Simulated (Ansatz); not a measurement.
# Twisted Ti2CO2 MXene bilayer, 38.21° (70 atoms): support functions against a reference, part 2 of 2

Aim: test how closely localised support functions follow the reference on twisted Ti2CO2 MXene bilayer, 38.21° (70 atoms), and at what cost. A setting counts as converged where the r.m.s. difference of forces stays under 1 % of the r.m.s. force.

Ansatz 0.2.0; Kohn-Sham DFT, PBE+D4, PAW (set soft_2), plane waves.

The cell: 14 C, 28 Ti and 28 O. Beside vacuum, support functions can miss their usual error bounds without a warning. The main run has no spin polarisation.

So far. Step 3 (Support functions medium): Forces differ from the reference by 0.89 meV/Å r.m.s., 0.44 % of their size, within a tolerance of 1 %; the energy by -4.4 meV/atom. The two runs also began from different starting densities, which bears on cycles and time. Step 4 (Support functions low): Forces differ from the reference by 1.2 meV/Å r.m.s., 0.60 % of their size, within a tolerance of 1 %; the energy by -4.4 meV/atom.

**5. Support functions medium, radius 3.47 Å**

The radius confines each support function; a larger one gives more freedom and more work per atom. Besides, the program derives a nominal cutoff of 464 eV for this run, against the reference's 420.

This step: Kohn-Sham DFT, PBE+D4, PAW (set soft_2), localised support functions (medium) (Ansatz 0.2.0).

Input file input.yaml:

```yaml
crystal:
  lattice:
    - [8.0166, 0.0, 0.0]
    - [-4.0083, 6.94258, 0.0]
    - [0.0, 0.0, 27.78]
  atoms:
    [... the 70 atom lines of step 2 ...]
kpoints:
  mp_grid: { grid: [3, 3, 1] }
hamiltonian:
  xc: pbe
  dispersion: d4
scf:
  occupations: { method: fermi_dirac, width: 0.025 }
  eigensolver: { kind: { support_functions: { accuracy: medium, radius: 3.47 } } }
  mixing: { beta: 0.2 }
  max_iter: 150
output:
  forces: true
```

Command:

```
ansatz run input.yaml --threads 4 --pin off --max-ram 8192MiB --backend cpu --events-out ev --progress --plain --runs-dir out
```

Numbers of over 12 decimals in the logs are rounded to 6 here.

Output:

```text
[...]
Crystal: 70 atoms, lattice volume = 1546.121 Å³
Basis set: ecut = 464 eV, 35083 PW (Γ), exchange–correlation on 120×120×432 points (8 copies of the dense FFT grid, shifted against one another)
Bands: 336, of which v1, the nominal top of the filled ones, is band 280 counted from 1 (279 counted from 0)
Symmetry: 1 space group operations
k-points: 5 of 9 (time reversal used)
[...]
SCF iter   1: F=—  HF=-89559.969278 eV  |F-HF|=—  |Δ(HF+E_count)|=         —  Δρ=1.52e-1  dr2=4.33e2  ethr=1.00e-1
[...]
SCF iter  19: F=—  HF=-89479.020728 eV  |F-HF|=—  |Δ(HF+E_count)|=   6.98e-4  Δρ=2.02e-5  dr2=3.82e-6  ethr=1.76e-9  κ⁻¹=2.6e-6(r=7)
SCF iter  20: F=-89479.020727 eV  HF=-89479.020728 eV  |F-HF|=6.81e-7  |Δ(HF+E_count)|=   2.50e-7  Δρ=8.35e-6  dr2=9.33e-7  ethr=6.82e-10
SCF 1 converged in 20 iterations: F = -89479.035165 eV  dr2 = 9.33e-7
[...]
SCF converged after 20 iterations
[...]
Free energy (F): -89479.035165 eV
[...]
Internal energy: -89479.034955 eV  (E = F + TS)
E sigma→0 (E₀):  -89479.035060 eV
Entropy (-TS):   -0.000210 eV (-0.003 meV/atom)
Fermi energy:    2.933128 eV
[...]
Σ components = -89479.035165   (vs F -89479.035165, Δ=0.00e0)
--- Forces (eV/Å), atoms counted from 1 ---
  atom   1  C     -0.02897903     0.12935651    -0.32807497
  atom   2  Ti     0.08742385    -0.08875290     0.01855126
  atom   3  Ti     0.28908705     0.14027551     0.22336967
  atom   4  O      0.20561973     0.14335906    -0.07266843
[...]
atom  70  O      0.08641872     0.02628660     0.16745596
  max |Σ_I F_I| component: 1.94e-3 eV/Å
--- Band table (eV; the first three rows and the last of 5) ---
[...]
```

Wall time 5.2 min (4 threads of Arm Neoverse V2, shared host); peak memory 4.8 GiB; 20 min of CPU time.

Keys that differ from the reference: support_functions.accuracy = "medium", support_functions.radius = 3.47, scf.max_iter = 150 and scf.mixing.beta = 0.2.

Forces differ from the reference by 0.99 meV/Å r.m.s., 0.49 % of their size, within a tolerance of 1 %; the energy by -4.4 meV/atom. The two runs also began from different starting densities, which bears on cycles and time.

**6. Support functions medium, radius 3.75 Å**

The radius confines each support function; a larger one gives more freedom and more work per atom. Besides, the program derives a nominal cutoff of 464 eV for this run, against the reference's 420.

input.yaml, the sections that differ from step 5:

```yaml
scf:
  occupations: { method: fermi_dirac, width: 0.025 }
  eigensolver: { kind: { support_functions: { accuracy: medium, radius: 3.75 } } }
  mixing: { beta: 0.2 }
  max_iter: 150
# crystal, kpoints, hamiltonian, output: as in step 5
```

Output:

```text
[...]
Crystal: 70 atoms, lattice volume = 1546.121 Å³
Basis set: ecut = 464 eV, 35083 PW (Γ), exchange–correlation on 120×120×432 points (8 copies of the dense FFT grid, shifted against one another)
Bands: 336, of which v1, the nominal top of the filled ones, is band 280 counted from 1 (279 counted from 0)
Symmetry: 1 space group operations
k-points: 5 of 9 (time reversal used)
[...]
SCF iter   1: F=—  HF=-89561.277218 eV  |F-HF|=—  |Δ(HF+E_count)|=         —  Δρ=1.52e-1  dr2=4.34e2  ethr=1.00e-1
[...]
SCF iter  20: F=—  HF=-89479.027599 eV  |F-HF|=—  |Δ(HF+E_count)|=   1.64e-6  Δρ=1.30e-5  dr2=1.57e-6  ethr=6.47e-10  κ⁻¹=6.8e-5(r=7)
SCF iter  21: F=-89479.027598 eV  HF=-89479.027598 eV  |F-HF|=4.04e-8  |Δ(HF+E_count)|=   1.79e-6  Δρ=5.22e-6  dr2=3.18e-7  ethr=2.81e-10
SCF 1 converged in 21 iterations: F = -89479.035250 eV  dr2 = 3.18e-7
[...]
SCF converged after 21 iterations
[...]
Free energy (F): -89479.035250 eV
[...]
Internal energy: -89479.035039 eV  (E = F + TS)
E sigma→0 (E₀):  -89479.035144 eV
Entropy (-TS):   -0.000211 eV (-0.003 meV/atom)
Fermi energy:    2.932966 eV
[...]
Σ components = -89479.035250   (vs F -89479.035250, Δ=0.00e0)
--- Forces (eV/Å), atoms counted from 1 ---
  atom   1  C     -0.02877668     0.12926220    -0.32806485
  atom   2  Ti     0.08758577    -0.08896968     0.01999866
  atom   3  Ti     0.28956793     0.14103000     0.22379463
  atom   4  O      0.20550704     0.14338781    -0.07288414
[...]
atom  70  O      0.08651484     0.02627909     0.16771495
  max |Σ_I F_I| component: 4.69e-4 eV/Å
--- Band table (eV; the first three rows and the last of 5) ---
[...]
```

It took 6.3 min on 4 threads; peak memory 5.2 GiB.

Keys that differ from the reference: support_functions.accuracy = "medium", support_functions.radius = 3.75, scf.max_iter = 150 and scf.mixing.beta = 0.2.

Forces differ from the reference by 0.77 meV/Å r.m.s., 0.38 % of their size, within a tolerance of 1 %; the energy by -4.4 meV/atom. It took 6.3 min and 21 cycles; the reference's time can't be set against it, since the two runs asked for unlike analyses. The two runs also began from different starting densities, which bears on cycles and time.

**7. Support functions medium, radius 3.04 Å**

The radius confines each support function; a larger one gives more freedom and more work per atom.

input.yaml, the sections that differ from step 6:

```yaml
scf:
  occupations: { method: fermi_dirac, width: 0.025 }
  eigensolver: { kind: { support_functions: { accuracy: medium, radius: 3.04 } } }
  mixing: { beta: 0.2 }
  max_iter: 150
output:
  forces: true
  eigenvalues: true
# crystal, kpoints, hamiltonian: as in step 6
```

Output:

```text
Warning: scf.eigensolver.kind.support_functions: disabling space-group detection — the functions' gradient is summed over unrotated k-points, so no spatial operation reduces the k-mesh or symmetrises the density; time reversal is kept, so that k and −k are solved as one point where they differ and the mesh holds both, and exact exchange and, on two spinor components, a DFT+U term hold to it where the run has them: [...]
Warning: basis.ecutwfc = 464 eV, auto-derived: no grid that the accuracy of the support functions lays serves the files at the lower one that their records recommend; a deck with other species or settings can derive another value
settings of this run that can trade accuracy for cost: scf.eigensolver.kind.support_functions [...]
Engine: ansatz 0.2.0, aarch64-unknown-linux-gnu
Pseudopotentials: kind: paw
Pseudopotential: C, paw, valence charge 4, recommended cutoff 420 eV (normal), C.paw.azcp
Pseudopotential: Ti, paw, valence charge 12, recommended cutoff 420 eV (normal), Ti.paw.azcp
Pseudopotential: O, paw, valence charge 6, recommended cutoff 420 eV (normal), O.paw.azcp
[... 5 lines on functional and potentials left out ...]
Error: SCF: the radius of support functions is under 3.40 Å, the least for these sites at the functions' level (scf.eigensolver.kind.support_functions.accuracy). Use scf.eigensolver.kind: auto, or type scf.eigensolver.kind.support_functions.radius at least as long, [...]
```

It took 4.4 s on 4 threads; peak memory 0.38 GiB.

The program refuses radii under 3.40 Å for these atoms at this level.

**8. What each setting buys**

Each row is set against the plane-wave reference (Kohn-Sham DFT, PBE+D4, PAW (set soft_2), plane waves; r.m.s. force component 0.201 eV/Å). Energies are set beside the reference only for runs with its functional, potentials and electron count. Times are for 4 threads of Arm Neoverse V2, shared host. The reference's time includes the DOS and grids, which some other runs skip.

```
                                    run  Δ force, r.m.s. (meV/Å)  share of r.m.s. force (%)  Δ energy (meV/atom)  Δ gap (eV)  cycles     time  host memory (GiB)
                              reference                        -                          -                    -           -      13  4.4 min                5.5
               support functions medium                    0.891                      0.444                -4.38      4.0e-4      20  5.5 min                4.9
                  support functions low                     1.20                      0.597                -4.41      5.0e-4      18    5 min                4.7
support functions medium, radius 3.47 Å                    0.986                      0.491                -4.38      5.0e-4      20  5.2 min                4.8
support functions medium, radius 3.75 Å                    0.766                      0.382                -4.38      1.0e-4      21  6.3 min                5.2
```

**9. What the reference run shows**

With the settings judged, the reference run is read for its physics.

Length of the force by element:

```csv
element,coordination,atoms,mean length of the force (eV/Å),spread,least,most
C,all,14,0.329,0.141,0.107,0.613
O,all,28,0.277,0.102,0.118,0.450
Ti,all,28,0.355,0.158,0.0373,0.669
```

Intrinsic-atomic-orbital charges by element:

| element | coordination | atoms | mean charge (e) | spread | least | most |
| --- | --- | --- | --- | --- | --- | --- |
| C | all | 14 | -0.945 | 0.0028 | -0.950 | -0.940 |
| O | all | 28 | -0.639 | 0.0047 | -0.650 | -0.631 |
| Ti | all | 28 | 1.11 | 0.005 | 1.10 | 1.12 |

By region:

```csv
region,atoms,mean length of the force (eV/Å),net charge (e)
layer 1,35,0.28,0
layer 2,35,0.357,0
```

Density of states as counts of states in windows of 1 eV (from the Fermi level), total and the larger projections:

| from (eV) | to (eV) | total | layer 2 | layer 1 | Ti d | O p | C p | C s |
| --- | --- | --- | --- | --- | --- | --- | --- | --- |
| -14 | -12 | 0.0 | 0.0 | 0.0 | 0.0 | 0.0 | 0.0 | 0.0 |
| -12 | -11 | 4.2 | 2.2 | 2.0 | 0.2 | 0.1 | 0.0 | 2.4 |
| -11 | -10 | 18.4 | 9.2 | 9.1 | 3.2 | 0.3 | 0.3 | 11.4 |
| -10 | -9 | 5.5 | 2.6 | 2.9 | 1.3 | 0.0 | 0.0 | 3.8 |
| -9 | -7 | 0.0 | 0.0 | 0.0 | 0.0 | 0.0 | 0.0 | 0.0 |
| -7 | -6 | 11.5 | 5.9 | 5.6 | 2.8 | 5.6 | 1.7 | 0.1 |
| -6 | -5 | 66.0 | 32.9 | 32.8 | 16.4 | 40.4 | 5.3 | 0.3 |
| -5 | -4 | 89.1 | 44.1 | 44.4 | 18.0 | 61.0 | 6.2 | 0.9 |
| -4 | -3 | 22.9 | 11.5 | 11.2 | 6.8 | 8.9 | 6.4 | 0.1 |
| -3 | -2 | 35.7 | 17.7 | 17.6 | 9.8 | 9.7 | 14.8 | 0.1 |
| -2 | -1 | 24.8 | 12.1 | 12.5 | 7.1 | 6.2 | 10.6 | 0.1 |
| -1 | 0 | 2.1 | 0.9 | 1.1 | 0.5 | 0.6 | 0.9 | 0.0 |
| 0 | 1 | 29.3 | 14.6 | 14.4 | 23.3 | 4.4 | 1.0 | 0.2 |

Between -26 and -14 eV lie 56 more states.

The stored curve holds about 336 of the 560 electrons; the rest, give or take the few that broadening carries across the Fermi level, lie in deeper levels below its range.

The levels nearest the highest filled one (over half full), pooled over k-points and spins:

```csv
level less the highest filled one (eV),occupation
-0.796,2
-0.785,2
-0.0408,2
-0.0228,2.00
-0.0215,2.00
0,2.00
0.376,0.001
0.383,0
0.386,0
0.392,0
0.418,0
0.426,0
```

Planar average of the electrostatic potential energy along the normal, with the Fermi level as zero, after a running mean with a triangular window 4 Å wide at its base:

```csv
height (Å),potential energy (eV)
0.0,5.57
0.7,5.57
1.6,5.57
2.3,5.57
3.2,5.57
3.9,5.57
4.8,5.56
5.5,5.44
6.4,3.92
7.1,0.56
8.0,-5.05
8.7,-8.38
9.4,-9.29
10.3,-9.20
11.0,-9.28
11.9,-8.01
12.6,-4.38
13.5,0.28
14.2,0.67
15.0,-3.49
15.8,-7.48
16.6,-9.27
17.4,-9.22
18.2,-9.29
19.0,-8.75
19.7,-5.92
20.5,-0.36
21.3,3.39
22.1,5.33
22.9,5.55
23.7,5.56
24.5,5.57
25.3,5.57
26.0,5.57
26.9,5.57
27.6,5.57
```

Electrostatic potential energy in the cb plane at fractional x = 0.021, with atoms of C and Ti and O within 0.2 Å of it. With pseudopotentials it is smooth inside the atoms' cores, unlike the true potential.

Values in eV, 12 rows by 16 columns, each cell a mean:
```
  9   9   9   8   8   8   6   3 -11 -10  -1   6   8   3 -28 -26
  9   9   9   9   9   8 -12  -2   3 -13 -25   2   8   5 -12  -9
  9   9   9   9   9   8 -27  -7   4 -19 -31  -1   8  -9 -16   3
  9   9   9   8   8   8  -2  -7   1  -5 -14   3   8  -4 -11   2
  9   9   9   8   8   8  -1 -28  -7   3  -4  -8   8   6  -3  -2
  9   9   9   9   8   8   0 -23  -5   1  -5  -3   8   7   1  -1
  9   9   9   9   9   8   3  -1   2  -4 -12   4   8   5   0   2
  9   9   9   9   9   8   4  -1   0  -1  -5   5   8   3  -6  -1
  9   9   9   9   8   8   0 -24  -6   3  -1  -3   8   6  -2  -2
  9   9   9   9   8   8  -1 -29  -9   3  -6 -11   8   7   3  -6
  9   9   9   9   8   8   4  -6  -3  -1   1   5   8   7   0  -4
  9   9   9   9   8   8   6   3 -20 -16   3   7   8   4 -22 -19
```
Columns run along c (16.0 Å, from fractional 0.06 to 0.63 of the cell; values clipped at the 3rd and 97th percentile), rows up along b (8.0 Å). Atoms in or near the plane, at fractional coordinates: C at (0.37, 0.00), Ti at (0.41, 0.81), O at (0.29, 0.81), Ti at (0.58, 0.96).

Valence density in the cb plane at fractional x = 0.021, with atoms of C and Ti and O within 0.2 Å of it. It is the smooth field of the valence electrons, not physical close to the nuclei.

Values in e/Å³, 12 rows by 16 columns, each cell a mean:
```
0.0 0.0 0.0 0.0 0.1 0.2 0.4 1.1 0.5 0.1 0.0 0.0 0.6 7.4 1.0 0.1
0.0 0.0 0.0 0.0 0.5 1.9 0.3 0.3 2.9 1.3 0.0 0.1 0.5 1.4 0.3 0.3
0.0 0.0 0.0 0.0 1.0 4.0 0.3 0.2 5.5 2.8 0.0 0.2 2.9 0.7 0.2 1.7
0.0 0.0 0.0 0.0 0.2 0.9 0.4 0.3 1.0 0.7 0.1 0.1 2.0 0.6 0.2 1.2
0.0 0.0 0.0 0.0 0.0 0.9 2.5 0.3 0.2 1.5 0.5 0.0 0.2 0.3 0.4 0.4
0.0 0.0 0.0 0.0 0.1 0.8 1.7 0.2 0.3 1.1 0.4 0.0 0.1 0.2 0.7 0.5
0.0 0.0 0.0 0.0 0.2 0.6 0.3 0.4 0.6 0.4 0.1 0.1 0.7 0.3 0.4 0.6
0.0 0.0 0.0 0.0 0.1 0.3 0.3 0.5 0.4 0.3 0.1 0.1 0.9 0.5 0.2 0.6
0.0 0.0 0.0 0.0 0.0 0.6 1.9 0.4 0.2 1.1 0.4 0.0 0.2 0.3 0.5 0.4
0.0 0.0 0.0 0.0 0.0 1.0 2.7 0.2 0.2 1.8 0.6 0.0 0.1 0.2 1.1 0.9
0.0 0.0 0.0 0.0 0.0 0.2 0.5 0.6 0.3 0.4 0.1 0.0 0.1 0.3 0.8 0.6
0.0 0.0 0.0 0.0 0.0 0.1 0.5 1.6 0.5 0.1 0.0 0.0 0.3 3.9 0.7 0.2
```
Columns run along c (16.0 Å, from fractional 0.10 to 0.68 of the cell), rows up along b (8.0 Å). Atoms in or near the plane, at fractional coordinates: C at (0.37, 0.00), Ti at (0.41, 0.81), O at (0.29, 0.81), Ti at (0.58, 0.96).

Mean intrinsic-atomic-orbital charges: C -0.94, O -0.64, Ti +1.11 e. Just under the Fermi level the largest share is C p (53 % of the projected weight), just over it Ti d (74 % of the projected weight). The potential stands 5.74 eV above the highest filled level over the upper face and 5.74 eV under the lower one, a reading of the ionisation potential at this level.

**10. Structure statistics**

These statistics describe the geometry on which the runs were made.

Normalised to the volume that the atoms fill. Pair distribution functions g(r), in bins of 0.2 Å:

```
r (Å)  total   O-O  O-Ti   O-C  Ti-Ti   Ti-C    C-C
 1.90   2.63  0.00  8.20  0.00   0.00   0.00   0.00
 2.10   1.88  0.00  0.19  0.00   0.00  11.35   0.00
 2.30   0.38  0.00  0.00  0.00   0.00   2.36   0.00
 2.50   0.00  0.00  0.00  0.00   0.00   0.00   0.00
 2.70   0.10  0.00  0.00  0.60   0.00   0.00   0.00
 2.90   1.36  0.44  0.00  7.60   0.35   0.00   0.35
 3.10   3.31  7.11  0.00  0.00  10.07   0.00  13.90
 3.30   0.05  0.29  0.00  0.00   0.00   0.00   0.00
 3.50   0.51  0.19  1.49  0.00   0.00   0.00   0.00
 3.70   1.41  0.28  1.90  0.00   0.00   4.69   0.00
 3.90   0.11  0.25  0.20  0.00   0.00   0.00   0.00
 4.10   0.71  0.14  0.23  3.82   0.00   0.00   0.00
 4.30   0.36  0.21  0.21  0.00   1.63   0.00   0.00
 4.50   0.09  0.19  0.15  0.00   0.08   0.00   0.00
 4.70   2.54  1.68  6.20  0.00   0.03   1.74   0.00
 4.90   0.72  0.10  0.15  0.00   0.20   3.92   0.00
 5.10   0.92  0.21  0.16  5.06   0.18   0.00   0.00
 5.30   1.49  2.54  0.18  0.34   4.86   0.00   4.75
 5.50   0.16  0.10  0.18  0.39   0.13   0.00   0.00
 5.70   0.29  1.24  0.08  0.19   0.22   0.00   0.00
 5.90   0.15  0.09  0.20  0.34   0.11   0.00   0.00
 6.10   0.89  1.95  0.14  0.32   1.92   0.23   3.56
 6.30   1.23  0.56  3.25  0.22   0.14   0.29   0.00
 6.50   0.92  1.30  0.29  0.33   0.11   3.43   0.00
 6.70   0.73  0.15  0.34  3.23   0.24   0.24   0.00
 6.90   0.50  0.11  0.62  0.13   1.43   0.23   0.00
 7.10   0.93  0.11  1.84  0.32   0.12   1.57   0.00
 7.30   0.40  0.22  0.19  1.46   0.17   0.20   0.12
```

Bonds by pair of elements; cutoffs follow the first minimum of g(r), held within bounds set by covalent radii, and pairs that aren't listed don't count as bonded:

| pair A-B | cutoff (Å) | bonds | mean length (Å) | spread (Å) | shortest (Å) | B about A | A about B |
| --- | --- | --- | --- | --- | --- | --- | --- |
| O-Ti | 2.64 | 84 | 1.97 | 0.015 | 1.94 | 3 | 3 |
| Ti-C | 2.64 | 84 | 2.18 | 0.017 | 2.13 | 3 | 6 |

How many atoms have how many bonded neighbours:

```csv
element,mean,3,6
C,6,0,14
O,3,28,0
Ti,6,0,28
```

With the cutoffs above, all C atoms have 6, all O atoms have 3 and all Ti atoms have 6 bonded neighbours.

Local excerpt of 10 atoms (numbers count through the whole input) about Ti68, which bears the longest force; x, y, z are measured from there.

```
atom      x      y      z  distance (Å)  bonds  intrinsic-atomic-orbital charge (e)     Fx     Fy  Fz (eV/Å)
Ti68   0.00   0.00   0.00          0.00      6                                 1.11  -0.30   0.60      -0.01
 O70   0.55  -1.64  -0.92          1.96      3                                -0.63   0.09   0.03       0.17
 O50   1.12   1.35  -0.91          1.97      3                                -0.64   0.20  -0.35       0.20
 O65  -1.73   0.35  -0.92          1.99      3                                -0.64  -0.06  -0.13       0.29
 C66   1.69  -0.32   1.32          2.17      6                                -0.95   0.15  -0.04      -0.26
 C61  -0.58   1.66   1.29          2.18      6                                -0.95  -0.17  -0.11       0.30
 C41  -1.18  -1.33   1.30          2.20      6                                -0.95   0.16   0.29       0.06
Ti58   2.25  -1.98   0.00          3.00      6                                 1.11   0.45  -0.21      -0.02
Ti38  -0.60  -2.94  -0.01          3.00      6                                 1.10  -0.04  -0.34      -0.10
Ti53   2.85   0.99  -0.01          3.01      6                                 1.11   0.03   0.27      -0.27
```

The column of bonds counts only the pairs O-Ti within 2.64 Å, Ti-C within 2.64 Å; other neighbours, such as metal atoms beside each other in a compound, aren't counted, and periodic images can show an atom twice.

**11. Summary of results**

```
free energy per atom                             : -1278.2676 eV/atom
r.m.s. force component                           : 0.2007 eV/Å
gap (highest filled to lowest empty level) : 0.3757 eV
potential in mid-vacuum, over the Fermi level    : 5.568 eV
wall time of the 5 DFT runs                      : 26 min
```

Against plane waves at 420 eV, the forces differ by 0.89 meV/Å (0.44 %) with support functions medium, and by 0.77 meV/Å in the closest run (support functions medium, radius 3.75 Å). Differences between support functions and plane waves include what basis error the plane-wave run still has. As the radius goes from 3.47 to 3.75 Å, the force difference goes from 0.99 to 0.77 meV/Å, and the time from 5.2 min to 6.3 min.

Between filled and empty levels lie 0.376 eV (on the run's k-points); a semilocal functional tends to put such gaps too low. The potential stands 5.74 eV above the highest filled level over the upper face and 5.74 eV under the lower one, a reading of the ionisation potential at this level. With the cutoffs above, all C atoms have 6, all O atoms have 3 and all Ti atoms have 6 bonded neighbours.

Caveats: The geometry was built by rule, was displaced at random and isn't relaxed at this level: its force components are 0.20 eV/Å r.m.s.

[Logs are printed without paths, hosts, clocks, repeated set-up lines and the standing remarks that a program may print on its own settings, such as how far it seeks lower states.]

[Hosts, paths, dates, database ids (printed as entryN), source tags and the programs' standing remarks are cut or masked in the printed files.]
